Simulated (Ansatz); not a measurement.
# (MgO)2(TiC)2 [001] superlattice, started as rocksalt type: phonons and vibrational spectra, part 2 of 2

Wanted: phonon frequencies of (MgO)2(TiC)2 [001] superlattice, started as rocksalt type and what follows from them.

Ansatz 0.2.0; DFT LDA, scalar-relativistic, plane waves, PAW.

So far. Step 4 (Relaxing to small forces for the phonons): The largest force component left is 0.29 meV/Å and the pressure is 0.000 GPa, within the tolerances set. The cell now holds 9.52 Å³/atom. The relaxed cell has a = 2.972, c = 8.624 Å (conventional setting).

The structure was built from a prototype and need not be the compound's stable phase.

## (5) Linear response at the zone centre (continued)

Patterns of degenerate modes are one choice out of their space. Modes at Γ, with each element's share of the kinetic energy:

```
mode  frequency (cm⁻¹)  symmetry  C %  Mg %  O %  Ti %
   1               0.0  acoustic   12    24   16    48
   2               0.0  acoustic   12    24   16    48
   3               0.0  acoustic   12    24   16    48
   4             184.2        Eu    4    44   16    36
   5             184.2        Eu    4    44   16    36
   6             218.6        Eg    5    33   12    49
   7             218.6        Eg    5    33   12    49
   8             234.2       A2u    0    13   46    41
   9             271.8        Eg    2    48    7    43
  10             271.8        Eg    2    48    7    43
  11             325.9       A1g    5     8    5    82
  12             391.9       A1g    2    78    7    14
  13             392.6        Eu    1    32   66     1
  14             392.6        Eu    1    32   66     1
  15             408.9       A2u    9    62   28     1
  16             422.2        Eg    1    19   79     1
  17             422.2        Eg    1    19   79     1
  18             528.0        Eu   83     0    2    15
  19             528.0        Eu   83     0    2    15
  20             541.2        Eg   92     0    1     7
  21             541.2        Eg   92     0    1     7
  22             559.0       A1g   11     6   82     1
  23             640.5       A1g   82     9    6     4
  24             663.2       A2u   79     1   10    10
```

Displacements in mode 4 (184.2 cm⁻¹), the largest set to 1:
```
C1  -0.45  0.00  0.00
C2  -0.45  0.00  0.00
Mg3  1.00  0.01  0.00
Mg4  1.00  0.01  0.00
O5   0.74  0.00  0.00
O6   0.74  0.00  0.00
Ti7 -0.64  0.00  0.00
Ti8 -0.64  0.00  0.00
```

Displacements in mode 14 (392.6 cm⁻¹), the largest set to 1:
```
C1   0.13  0.00  0.00
C2   0.13  0.00  0.00
Mg3 -0.56 -0.01  0.00
Mg4 -0.56 -0.01  0.00
O5   1.00  0.01  0.00
O6   1.00  0.01  0.00
Ti7 -0.08  0.00  0.00
Ti8 -0.08  0.00  0.00
```

Before it was imposed, the acoustic sum rule was missed by 5.9e-5 eV/Å². Small misses are needed for a sound result but don't prove that mesh and cutoff are converged. The lowest optical mode is real, 184 cm⁻¹.

## (6) Another isotope, element C, natural mass 12.011 amu

An isotope changes the mass and not the force constants, so no new electronic calculation is needed; the shifts show which modes move this element.

The same force constants with the mass of C changed from 12.011 to 13.003 u (phonopy, no LO-TO term). Both lists are sorted by frequency; levels can cross, so a row need not hold one and the same mode. Modes under 3 cm⁻¹ are left out. Isotope shifts, by row:

```
    q  rank  natural mass (cm⁻¹)  changed mass (cm⁻¹)
0 0 0     4                184.2                183.9
0 0 0     5                184.2                183.9
0 0 0     6                218.6                218.1
0 0 0     7                218.6                218.1
0 0 0     8                234.2                234.1
0 0 0     9                271.8                271.5
0 0 0    10                271.8                271.5
0 0 0    11                325.9                325.2
0 0 0    12                391.9                391.5
0 0 0    13                392.6                392.4
0 0 0    14                392.6                392.4
0 0 0    15                408.9                407.4
0 0 0    16                422.2                422.1
0 0 0    17                422.2                422.1
0 0 0    18                  528                511.1
0 0 0    19                  528                511.1
0 0 0    20                541.2                521.9
0 0 0    21                541.2                521.9
0 0 0    22                  559                555.9
0 0 0    23                640.5                620.9
0 0 0    24                663.2                  643
```

A mode of this element alone would shift by -3.89 %. The highest zone-centre frequency without the field goes from 663.2 to 643.0 cm⁻¹ (-3.0 %). The product of the frequency ratios over all optical modes at Γ is 0.800; the product rule, (m/m′)^(3k/2) (M′/M)^(3/2) with k = 2 such atoms and M the mass of the cell, gives 0.800.

## (7) Isotope substitution, element Mg, natural mass 24.305 amu

The same for Mg, from 24.30 to 25.98 u.

The same force constants with the mass of Mg changed from 24.305 to 25.983 u (phonopy, no LO-TO term). Both lists are sorted by frequency; levels can cross, so a row need not hold one and the same mode. Modes under 3 cm⁻¹ are left out. Isotope shifts, by row:

```
    q  rank  natural mass (cm⁻¹)  changed mass (cm⁻¹)
0 0 0     4                184.2                181.5
0 0 0     5                184.2                181.5
0 0 0     6                218.6                  216
0 0 0     7                218.6                  216
0 0 0     8                234.2                233.1
0 0 0     9                271.8                267.6
0 0 0    10                271.8                267.6
0 0 0    11                325.9                324.9
0 0 0    12                391.9                381.9
0 0 0    13                392.6                388.5
0 0 0    14                392.6                388.5
0 0 0    15                408.9                400.7
0 0 0    16                422.2                419.7
0 0 0    17                422.2                419.7
0 0 0    18                  528                  528
0 0 0    19                  528                  528
0 0 0    20                541.2                541.2
0 0 0    21                541.2                541.2
0 0 0    22                  559                  558
0 0 0    23                640.5                638.8
0 0 0    24                663.2                663.1
```

A mode of this element alone would shift by -3.28 %. The highest zone-centre frequency without the field goes from 663.2 to 663.1 cm⁻¹ (-0.0 %). The product of the frequency ratios over all optical modes at Γ is 0.839; the product rule, (m/m′)^(3k/2) (M′/M)^(3/2) with k = 2 such atoms and M the mass of the cell, gives 0.839.

## (8) Isotope substitution, element O, natural mass 15.999 amu

The same for O, from 16.00 to 18.00 u.

A mode of this element alone would shift by -5.72 %. The highest zone-centre frequency without the field goes from 663.2 to 659.6 cm⁻¹ (-0.6 %). The product of the frequency ratios over all optical modes at Γ is 0.723; the product rule, (m/m′)^(3k/2) (M′/M)^(3/2) with k = 2 such atoms and M the mass of the cell, gives 0.723.

## (9) Another isotope, element Ti, natural mass 47.867 amu

The same for Ti, from 47.87 to 49.94 u.

A mode of this element alone would shift by -2.10 %. The highest zone-centre frequency without the field goes from 663.2 to 661.8 cm⁻¹ (-0.2 %). The product of the frequency ratios over all optical modes at Γ is 0.908; the product rule, (m/m′)^(3k/2) (M′/M)^(3/2) with k = 2 such atoms and M the mass of the cell, gives 0.908.

## (10) Outcome

| Quantity | Value |
| --- | --- |
| space group after relaxation (within 0.01 Å) | P4/nmm |
| volume per atom | 9.52 Å³ |
| electronic character | no gap on this mesh |
| highest optical mode at the zone centre (no LO-TO term) | 663 cm⁻¹ |
| lowest optical zone-centre mode | 184 cm⁻¹ |
| imaginary modes at Γ (the only wavevector solved) | none |

What this shows: The structure is stable against zone-centre distortions, since no mode there is imaginary; runs at other wavevectors are not part of this account. The optical modes at Γ span 184 to 663 cm⁻¹. The dispersion is not part of this account. The highest mode in this list at Γ, 663.2 cm⁻¹, is mostly motion of C (79 % of the kinetic energy). With no gap, or one that is small against the smearing, the frequencies hang on the k mesh and the smearing, most of all near Kohn anomalies. The starting cell was built on a prototype and not taken from a measurement, so the phase need not exist. These are harmonic frequencies at zero temperature: anharmonic shifts, linewidths and thermal expansion are left out.

[Logs are printed without paths, hosts, clocks, repeated set-up lines and the standing remarks that a program may print on its own settings, such as how far it seeks lower states.]

[Hosts, paths, dates, database ids (printed as entryN), source tags and the programs' standing remarks are cut or masked in the printed files.]
